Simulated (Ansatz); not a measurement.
# Sensitivity of the G0W0 gap of K2CdSe2O6 (R-3m)

A base run on K2CdSe2O6 (R-3m), then changed inputs.

Calculated with Ansatz 0.2.0; G0W0 on PBE, plane waves, PAW; PAW set soft_1.

This is a report of a sequence of runs, with most program output left out.

### 1. The structure

Symmetry: R-3m, No. 166, trigonal system. Conventional cell: a = 5.698 Å, b = 5.698 Å, c = 18.949 Å, α = 90.00°, β = 90.00°, γ = 120.00°. Nearest to K lie 9 O at 2.79 to 3.03 Å. Cd has 6 O at 2.33 Å nearest. Nearest to Se lie 3 O at 1.72 Å. O has 1 Se at 1.72 Å and 1 Cd at 2.33 Å and 3 K at 2.79 to 3.03 Å nearest. Farther neighbours and most contacts between anions are not listed.

Geometry: measured cell, ions relaxed with PBE. The runs that relaxed it are not among those shown.

### 2. The base run: 2×2×2 mesh, 403 empty bands, screening to 100 eV, PAW set soft_1 files

G0W0 replaces the xc potential by the self-energy, built once from these orbitals. Only a window of levels is corrected, while the sums run over the empty bands that the input names. This step takes PAW set soft_1 files.

The input, input.yaml:

```yaml
crystal:
  lattice:
    - [2.84875, 1.6447265794, 6.3162]
    - [-2.84875, 1.6447265794, 6.3162]
    - [0.0, -3.2894531587, 6.3162]
  atoms:
    - { symbol: K, position: [0.8028368916, 0.8028368916, 0.8028368916] }
    - { symbol: K, position: [0.1971631084, 0.1971631084, 0.1971631084] }
    - { symbol: Cd, position: [0.0, 0.0, 0.0] }
    - { symbol: Se, position: [0.6229802507, 0.6229802507, 0.6229802507] }
    - { symbol: Se, position: [0.3770197493, 0.3770197493, 0.3770197493] }
    - { symbol: O, position: [0.7422192338, 0.269620956, 0.7422192338] }
    - { symbol: O, position: [0.7422192338, 0.7422192338, 0.269620956] }
    - { symbol: O, position: [0.269620956, 0.7422192338, 0.7422192338] }
    - { symbol: O, position: [0.2577807662, 0.730379044, 0.2577807662] }
    - { symbol: O, position: [0.730379044, 0.2577807662, 0.2577807662] }
    - { symbol: O, position: [0.2577807662, 0.2577807662, 0.730379044] }
kpoints:
  mp_grid: { grid: [2, 2, 2] }
hamiltonian:
  xc: pbe
  pseudopotentials: { kind: paw, azcp: { folder: soft_1 } }
scf:
  occupations: { method: fixed }
gw:
  n_empty_bands: 403
  ecut_chi: 100
  qp_bands: [v3, c3]
  qp_kpoints: band_edges
  screening: { model: contour_deformation }
```

The run is started by

```bash
$ ansatz run input.yaml --threads 2 --pin off --max-ram 92160MiB --backend cuda --events-out ev --progress --plain --runs-dir out --devices 1 --max-vram 13GiB
```

Elapsed: 10 s, on 1 × NVIDIA H100 80GB HBM3 (shared by 6 runs) with 2 threads of AMD EPYC 7R13 (Zen 3), shared host; peak memory 1.4 GiB.

Numbers from this step:

| Property | Result |
| --- | --- |
| bands summed | 456 |
| RPA ε∞ on this mesh (eigenvalues) | 2.611, 3.543, 3.543 |
| plane waves in the screening matrix | 401 |
| q-points in the mesh | 8 |
| G0W0 gap on the mesh | 5.744 eV |
| k of the valence top | 0, 0, -0.5 |
| k of the conduction bottom | 0, 0, 0 |
| starting gap on the mesh | 3.863 eV |
| Z at the valence top | 0.7645 |
| Z at the conduction bottom | 0.8271 |
| least direct G0W0 gap on the computed points | 5.926 eV |

The gap on the mesh goes from 3.86 eV to 5.74 eV, a correction of +1.88 eV. Between the two edge states, bare exchange in place of the xc potential would open the gap by 9.67 eV, and correlation takes back 7.79 eV.

### 3. Variant: larger pair-density box

input.yaml, as its differences from that of step 2:

```diff
@@ -30 +30,2 @@
   screening: { model: contour_deformation }
+  ecutfock_ratio: 2
```

The job ended after 8.6 s (1 × NVIDIA H100 80GB HBM3 (shared by 6 runs) with 2 threads; peak memory 1.3 GiB).

The G0W0 gap on the mesh is 5.744 eV.

Against the base:

```tsv
setting	base	variant
ecutfock ratio	-	2
```

```tsv
quantity	variant	base
starting gap on the mesh	3.863	3.863
G0W0 gap on the mesh	5.744	5.744
least direct G0W0 gap on the computed points	5.926	5.926
Z at the valence top	0.765	0.765
Z at the conduction bottom	0.827	0.827
```

### 4. Variant: wavefunction cutoff

input.yaml, as its differences from that of step 3:

```diff
@@ -30,2 +30,3 @@
   screening: { model: contour_deformation }
-  ecutfock_ratio: 2
+basis:
+  ecutwfc: 350
```

Run time: 7.6 s. Hardware: 1 × NVIDIA H100 80GB HBM3 (shared by 6 runs) with 2 threads; peak memory 1.3 GiB.

The G0W0 gap on the mesh is 5.745 eV.

Against the base:

```tsv
setting	base	variant
typed cutoff	-	350
```

```tsv
quantity	variant	base
starting gap on the mesh	3.860	3.863
G0W0 gap on the mesh	5.745	5.744
least direct G0W0 gap on the computed points	5.928	5.926
Z at the valence top	0.764	0.765
Z at the conduction bottom	0.827	0.827
```

### 5. Results

| Property | Result |
| --- | --- |
| base | 5.74 eV, 10 s |
| larger pair-density box | 5.74 eV, 8.6 s |
| wavefunction cutoff | 5.74 eV, 7.6 s |

In words: Larger pair-density box: the gap moves by +0.00 eV. Wavefunction cutoff: the gap moves by +0.001 eV (the plane-wave cutoff goes from 420 to 350 eV). All runs here use a coarse mesh and modest cutoffs; they test settings and are not final values. The 2×2×2 mesh is coarse for this cell (its supercell is 14 Å along the shortest edge). The RPA ε∞ on it, from the PBE start, is 2.61 and 3.54; such meshes misread the long-range screening, most where the gap is narrow. A d shell, filled or nearly so, lies near the gap. One-shot GW converges very slowly in bands there, not always from below, and on a semilocal start the gap tends to come out low; starts rich in exact exchange can overshoot instead. The many-body steps are scalar-relativistic: spin-orbit coupling is not in them.

[Paths, hosts, dates, memory and timing lines, banners, echoed tables and standing remarks are left out of the program output.]

[Logs are printed without paths, hosts, clocks, repeated set-up lines and the standing remarks that a program may print on its own settings, such as how far it seeks lower states.]

[Runs of the session that timed out or met a known fault of the program may be left out.]

[Cells called generated may have been cut or substituted from an entry of the Crystallography Open Database or the Materials Project.]

[Hosts, paths, dates, database ids (printed as entryN), source tags and the programs' standing remarks are cut or masked in the printed files.]
